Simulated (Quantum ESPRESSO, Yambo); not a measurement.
## CdF2 (Fm-3m): changed settings of a GW run in Yambo

What do changed inputs do to GW on CdF2 (Fm-3m)?

Main program and level: Yambo 5.3.0; PBE and many-body steps on it, plane waves.

### Step 1. Set-up

Symmetry: Fm-3m, No. 225, cubic system. Conventional cell: a = 5.388 Å, b = 5.388 Å, c = 5.388 Å, α = 90.00°, β = 90.00°, γ = 90.00°. Cd has 8 F at 2.33 Å nearest. Nearest to F lie 4 Cd at 2.33 Å. Farther neighbours and most contacts between anions are not listed.

As a file:

```cif
data_structure
_symmetry_space_group_name_H-M 'P 1'
_symmetry_Int_Tables_number 1
_cell_length_a 3.8099
_cell_length_b 3.8099
_cell_length_c 3.8099
_cell_angle_alpha 60.000
_cell_angle_beta 60.000
_cell_angle_gamma 60.000
_cell_volume 39.10
loop_
_atom_site_label
_atom_site_type_symbol
_atom_site_fract_x
_atom_site_fract_y
_atom_site_fract_z
_atom_site_occupancy
Cd1 Cd 0.00000 0.00000 0.00000 1
F2 F 0.25000 0.25000 0.25000 1
F3 F 0.75000 0.75000 0.75000 1
```

The cell and positions come from the Crystallography Open Database and are kept as given unless a step says otherwise.

### Step 2. Base

This step: Yambo 5.3.0; G0W0 on PBE, plane waves, norm-conserving pseudopotentials.

Now the one-shot GW correction: screening in the RPA, then the self-energy of the levels asked for.

File gw2.in:

```
HF_and_locXC
gw0
dyson
ppa
em1d
rim_cut
RandQpts= 1000000
RandGvec= 1 RL
EXXRLvcs= 94 Ry
VXCRLvcs= 376 Ry
Chimod= "HARTREE"
% BndsRnXp
 1 | 205 |
%
NGsBlkXp= 17 Ry
% LongDrXp
 1 | 1 | 1 |
%
% GbndRnge
 1 | 205 |
%
DysSolver= "n"
ExtendOut
PPAPntXp= 27.21138 eV
% QPkrange
 8 | 8 | 16 | 19 |
 1 | 1 | 16 | 19 |
%
```

Run with:

```console
$ OMP_NUM_THREADS=1 mpirun -n 4 yambo -F gw2.in -J gw2 -C gw2 > gw2.log
```

The log of the run:

```text
 Yambo, version 5.3.0

 [02] CORE Variables Setup
 =========================

  [... cell, symmetries and grids as in the set-up ...]

  [02.05] Energies & Occupations
  ==============================

  [X] === General ===
  [X] Electronic Temperature                        :  0.000000  0.000000 [eV K]
  [X] Bosonic    Temperature                        :  0.000000  0.000000 [eV K]
  [X] Finite Temperature mode                       : no
  [X] El. density                                   :  0.86947E+24 [cm-3]
  [X] Fermi Level                                   :  6.529887 [eV]

  [X] === Gaps and Widths ===
  [X] Conduction Band Min                           :  3.123994 [eV]
  [X] Valence Band Max                              :  0.000000 [eV]
  [X] Filled Bands                                  :  17
  [X] Empty Bands                                   :    18   478
  [X] Direct Gap                                    :  3.619366 [eV]
  [X] Direct Gap localized at k                     :  1
  [X] Indirect Gap                                  :  3.123994 [eV]
  [X] Indirect Gap between kpts                     :   8   1
  [X] Last valence band width                       :  0.495373 [eV]
  [X] 1st conduction band width                     :  4.976967 [eV]

 [03] Transferred momenta grid and indexing
 ==========================================

 IBZ Q-points                                      :   8
 BZ  Q-points                                      :   64

 K/Q-points units:
 rlu = crystal or reduced units; cc = cartesian coordinates; iku = interal k-units

 Q [1]          [rlu]:  0.000000  0.000000  0.000000
 Q [2]          [rlu]:  0.14198E-16 -0.27435E-16  0.25000
 Q [3]          [rlu]: -0.28396E-16  0.54870E-16 -0.50000
 Q [4]          [rlu]:  0.65886E-17  0.25000      0.25000
 Q [5]          [rlu]: -0.68688E-17  0.25000      0.50000
 Q [6]          [rlu]:  0.27115E-16  0.25000     -0.25000
 Q [7]          [rlu]: -0.13177E-16 -0.50000     -0.50000
 Q [8]          [rlu]:  0.250000 -0.500000 -0.250000

 [04] Coloumb potential Random Integration (RIM)
 ===============================================

  [04.01] RIM initialization
  ==========================

  * Diagonal components only detected *

  8 x (sBL volume)        :  0.117498 [a.u.]
  sBZ random points       :  1000000
  Points outside the sBZ  :   7999624
  RL volume               :  0.939984 [a.u.]
  Integrated volume       :  0.940028 [a.u.]

  [04.02] RIM integrals
  =====================

  Gamma point sphere radius             :  0.088844 [a.u.]
  Points outside the sphere             :   799635
  [Int_sBZ(q=0) 1/q^2]*(Vol_sBZ)^(-1/3) =:  7.763403
                                 should be <:  7.795600

  Summary of Coulomb integrals for non-metallic bands |Q|[au] RIM/Bare

  Q [1] 0.100000E-4 0.995870 * Q [2] 0.267211 1.065611
  Q [4] 0.308548 1.063726 * Q [6] 0.436353 1.025826
  Q [5] 0.511670 1.019349 * Q [3] 0.534422 1.016307
  Q [7] 0.617097 1.012926 * Q [8] 0.689935 1.009939

 [WARNING] [Xp] User bands 1-205 break level degeneracy

 [05] Dipoles
 ============

  [05.01] Setup: observables and procedures
  =========================================

 [06] Dynamic Dielectric Matrix (PPA)
 ====================================

 [WR./gw2//ndb.pp]---------------------------------------------------------------
  Brillouin Zone Q/K grids (IBZ/BZ)                :    8   64    8   64
  RL vectors                                       :   4957 [WF]
  Coulomb cutoff potential                         : none
  Electronic Temperature                           :  0.000000 [K]
  Bosonic    Temperature                           :  0.000000 [K]
  PPA    diel. fun.  energies                      : Perdew, Burke & Ernzerhof(X)+Perdew, Burke & Ernzerhof(C)
  wavefunctions                                    : Perdew, Burke & Ernzerhof(X)+Perdew, Burke & Ernzerhof(C)
  Global Gauge                                     : length
  X matrix size                                    :   339
  X band range                                     :    1  205
  X e/h energy range                               : -1.000000 -1.000000 [eV]
  X Time ordering                                  : R
  X Hxc Kernel                                     : HARTREE
  X Drude frequency                                :  0.000000  0.000000
  X poles                                          :  100.0000 [o/o]
  RL vectors in the sum                            :   4957
  [r,Vnl] included                                 : yes
  Field direction                                  :  0.577350E-5  0.577350E-5  0.577350E-5
  BZ energy Double Grid                            : no
  BZ energy DbGd points                            : 0
  BZ Q point size factor                           : -1.000000
  X Optical Averaged directions                    : none

 [07] Local Exchange-Correlation + Non-Local Fock
 ================================================

 [VXC] Plane waves :   32647
 [EXS] Plane waves :   4111

 QP @ state[ 1 ] K range:  1  1
 QP @ state[ 1 ] b range:  16  19
 QP @ state[ 2 ] K range:   8   8
 QP @ state[ 2 ] b range:  16  19

 [xc] Functional : Perdew, Burke & Ernzerhof(X)+Perdew, Burke & Ernzerhof(C)
 [xc] LIBXC used to calculate xc functional
  PP Number of Atomic Species                      :  2
  NLCC RL compoments                               :   32647
  PP Number of Atomic Species                      :  2
  NLCC RL compoments                               :   32647

 [xc] E_xc :  -24.65860 [Ha]
      E_xc :  -49.31721 [Ry]

  Local XC kind (lXC) : Perdew, Burke & Ernzerhof(X)+Perdew, Burke & Ernzerhof(C)
  Non-Local XC kind (nlXC) : Hartree-Fock

  Corrections @ K [1] :  [eV]
 <16|nlXC|16> = -32.28243  0.83992E-17 <16|lXC|16> = -24.99306  0.000000
 <17|nlXC|17> = -32.28237 -0.16456E-16 <17|lXC|17> = -24.99306  0.000000
 <18|nlXC|18> = -7.990550  0.16803E-17 <18|lXC|18> = -12.40280  0.000000
 <19|nlXC|19> = -4.689356 -0.82543E-18 <19|lXC|19> = -10.20232  0.94408E-16

  Corrections @ K [8] :  [eV]
 <16|nlXC|16> = -30.52773  0.14086E-16 <16|lXC|16> = -23.13818  0.18882E-15
 <17|nlXC|17> = -31.53442  0.92918E-17 <17|lXC|17> = -24.39237 -0.11801E-16
 <18|nlXC|18> = -10.76329  0.19865E-17 <18|lXC|18> = -16.75171  0.000000
 <19|nlXC|19> = -6.368119 -0.64711E-18 <19|lXC|19> = -10.95815  0.94408E-16

  [07.01] Hartree-Fock occupations report
  =======================================

  [Hartree-Fock] === General ===
  [Hartree-Fock] Electronic Temperature             :  0.000000  0.000000 [eV K]
  [Hartree-Fock] Bosonic    Temperature             :  0.000000  0.000000 [eV K]
  [Hartree-Fock] Finite Temperature mode            : no
  [Hartree-Fock] El. density                        :  0.86947E+24 [cm-3]
  [Hartree-Fock] Fermi Level                        :  6.529887 [eV]

  [Hartree-Fock] === Gaps and Widths ===
  [Hartree-Fock] Conduction Band Min                :  4.990525 [eV]
  [Hartree-Fock] Valence Band Max                   : -0.088828 [eV]
  [Hartree-Fock] Filled Bands                       :  17
  [Hartree-Fock] Empty Bands                        :    18   478
  [Hartree-Fock] Direct Gap                         :  5.439230 [eV]
  [Hartree-Fock] Direct Gap localized at k          :  2
  [Hartree-Fock] Indirect Gap                       :  5.079353 [eV]
  [Hartree-Fock] Indirect Gap between kpts          :   7   2
  [Hartree-Fock] Last valence band width            :  7.695860 [eV]
  [Hartree-Fock] 1st conduction band width          :  9.098857 [eV]

 [08] Dyson equation: Newton solver
 ==================================

  [08.01] G0W0 (W PPA)
  ====================

  [  GW  ] Bands range     :    1  205
  [GW/PPA] G damping       :  0.100000 [eV]

  QP @ state[ 1 ] K range:  1  1
  QP @ state[ 1 ] b range:  16  19
  QP @ state[ 2 ] K range:   8   8
  QP @ state[ 2 ] b range:  16  19

   Sc/G bands                                       :    1  205
   Sc/G damping                                     :  0.100000 ev
   Sc bands terminator                              : no
   Sx RL components                                 :   4111

   QP @ state[ 1 ] K range                          :  1  1
   QP @ state[ 1 ] b range                          :  16  19
   QP @ state[ 2 ] K range                          :   8   8
   QP @ state[ 2 ] b range                          :  16  19
   GF energies kind                                 : Perdew, Burke & Ernzerhof(X)+Perdew, Burke & Ernzerhof(C)
   GF WF`s kind                                     : Perdew, Burke & Ernzerhof(X)+Perdew, Burke & Ernzerhof(C)
   Xs energies kind                                 : Perdew, Burke & Ernzerhof(X)+Perdew, Burke & Ernzerhof(C)
   Xs WF`s kind                                     : Perdew, Burke & Ernzerhof(X)+Perdew, Burke & Ernzerhof(C)

 [11] Game Over & Game summary
```

The job ended after 5 min (4 MPI ranks of Intel Xeon 6975P-C (Granite Rapids), shared host; peak memory 1.9 GiB; 20 min of CPU time).

This step gave:

```yaml
g0w0_gap_on_the_points_computed: 5.394 eV
starting_gap_on_the_mesh: 3.124 eV
k_of_the_valence_top: 0.25, -0.5, -0.25
k_of_the_conduction_bottom: 0, 0, 0
least_direct_g0w0_gap_on_the_computed_points: 6.155 eV
z_at_the_valence_top: 0.7943
z_at_the_conduction_bottom: 0.8686
```

The gap on the mesh goes from 3.12 eV to 5.39 eV, a correction of +2.27 eV.

### Step 3. Pole fitted at another frequency

gw6.in, as its differences from gw2.in of step 2:

```diff
@@ -23,3 +23,3 @@
 ExtendOut
-PPAPntXp= 27.21138 eV
+PPAPntXp= 10 eV
 % QPkrange
```

Run with:

```console
$ OMP_NUM_THREADS=1 mpirun -n 4 yambo -F gw6.in -J gw6 -C gw6 > gw6.log
```

The log of the run:

```text
 Yambo, version 5.3.0

 [02] CORE Variables Setup
 =========================

  [... cell, symmetries and grids as in the set-up ...]

  [02.05] Energies & Occupations
  ==============================

  [X] === General ===
  [X] Electronic Temperature                        :  0.000000  0.000000 [eV K]
  [X] Bosonic    Temperature                        :  0.000000  0.000000 [eV K]
  [X] Finite Temperature mode                       : no
  [X] El. density                                   :  0.86947E+24 [cm-3]
  [X] Fermi Level                                   :  6.529887 [eV]

  [X] === Gaps and Widths ===
  [X] Conduction Band Min                           :  3.123994 [eV]
  [X] Valence Band Max                              :  0.000000 [eV]
  [X] Filled Bands                                  :  17
  [X] Empty Bands                                   :    18   478
  [X] Direct Gap                                    :  3.619366 [eV]
  [X] Direct Gap localized at k                     :  1
  [X] Indirect Gap                                  :  3.123994 [eV]
  [X] Indirect Gap between kpts                     :   8   1
  [X] Last valence band width                       :  0.495373 [eV]
  [X] 1st conduction band width                     :  4.976967 [eV]

 [03] Transferred momenta grid and indexing
 ==========================================

 IBZ Q-points                                      :   8
 BZ  Q-points                                      :   64

 K/Q-points units:
 rlu = crystal or reduced units; cc = cartesian coordinates; iku = interal k-units

 Q [1]          [rlu]:  0.000000  0.000000  0.000000
 Q [2]          [rlu]:  0.14198E-16 -0.27435E-16  0.25000
 Q [3]          [rlu]: -0.28396E-16  0.54870E-16 -0.50000
[...]
[Hartree-Fock] El. density                        :  0.86947E+24 [cm-3]
  [Hartree-Fock] Fermi Level                        :  6.529887 [eV]

  [Hartree-Fock] === Gaps and Widths ===
  [Hartree-Fock] Conduction Band Min                :  4.990525 [eV]
  [Hartree-Fock] Valence Band Max                   : -0.088828 [eV]
  [Hartree-Fock] Filled Bands                       :  17
  [Hartree-Fock] Empty Bands                        :    18   478
  [Hartree-Fock] Direct Gap                         :  5.439230 [eV]
  [Hartree-Fock] Direct Gap localized at k          :  2
  [Hartree-Fock] Indirect Gap                       :  5.079353 [eV]
  [Hartree-Fock] Indirect Gap between kpts          :   7   2
  [Hartree-Fock] Last valence band width            :  7.695860 [eV]
  [Hartree-Fock] 1st conduction band width          :  9.098857 [eV]

 [08] Dyson equation: Newton solver
 ==================================

  [08.01] G0W0 (W PPA)
  ====================

  [  GW  ] Bands range     :    1  205
  [GW/PPA] G damping       :  0.100000 [eV]

  QP @ state[ 1 ] K range:  1  1
  QP @ state[ 1 ] b range:  16  19
  QP @ state[ 2 ] K range:   8   8
  QP @ state[ 2 ] b range:  16  19

   Sc/G bands                                       :    1  205
   Sc/G damping                                     :  0.100000 ev
   Sc bands terminator                              : no
   Sx RL components                                 :   4111

   QP @ state[ 1 ] K range                          :  1  1
   QP @ state[ 1 ] b range                          :  16  19
   QP @ state[ 2 ] K range                          :   8   8
   QP @ state[ 2 ] b range                          :  16  19
   GF energies kind                                 : Perdew, Burke & Ernzerhof(X)+Perdew, Burke & Ernzerhof(C)
   GF WF`s kind                                     : Perdew, Burke & Ernzerhof(X)+Perdew, Burke & Ernzerhof(C)
   Xs energies kind                                 : Perdew, Burke & Ernzerhof(X)+Perdew, Burke & Ernzerhof(C)
   Xs WF`s kind                                     : Perdew, Burke & Ernzerhof(X)+Perdew, Burke & Ernzerhof(C)

 [11] Game Over & Game summary
```

Elapsed: 5.1 min, on 4 MPI ranks; peak memory 1.9 GiB; 20 min of CPU time.

Numbers from this step:

| Property | Result |
| --- | --- |
| G0W0 gap on the points computed | 5.359 eV |
| starting gap on the mesh | 3.124 eV |
| k of the valence top | 0.25, -0.5, -0.25 |
| k of the conduction bottom | 0, 0, 0 |
| least direct G0W0 gap on the computed points | 6.115 eV |
| Z at the valence top | 0.7606 |
| Z at the conduction bottom | 0.8455 |

Against G0W0 in Yambo (4×4×4 mesh, 205 bands, screening to 231.3 eV, Godby-Needs plasmon pole), the gap moves by −0.035 eV.

(Continued in part 2 of 2.)

[Paths, hosts, dates, memory and timing lines, banners, echoed tables and standing remarks are left out of the program output.]

[Logs are printed without paths, hosts, clocks, repeated set-up lines and the standing remarks that a program may print on its own settings, such as how far it seeks lower states.]

[Runs of the session that timed out or met a known fault of the program may be left out.]

[Hosts, paths, dates, database ids (printed as entryN), source tags and the programs' standing remarks are cut or masked in the printed files.]
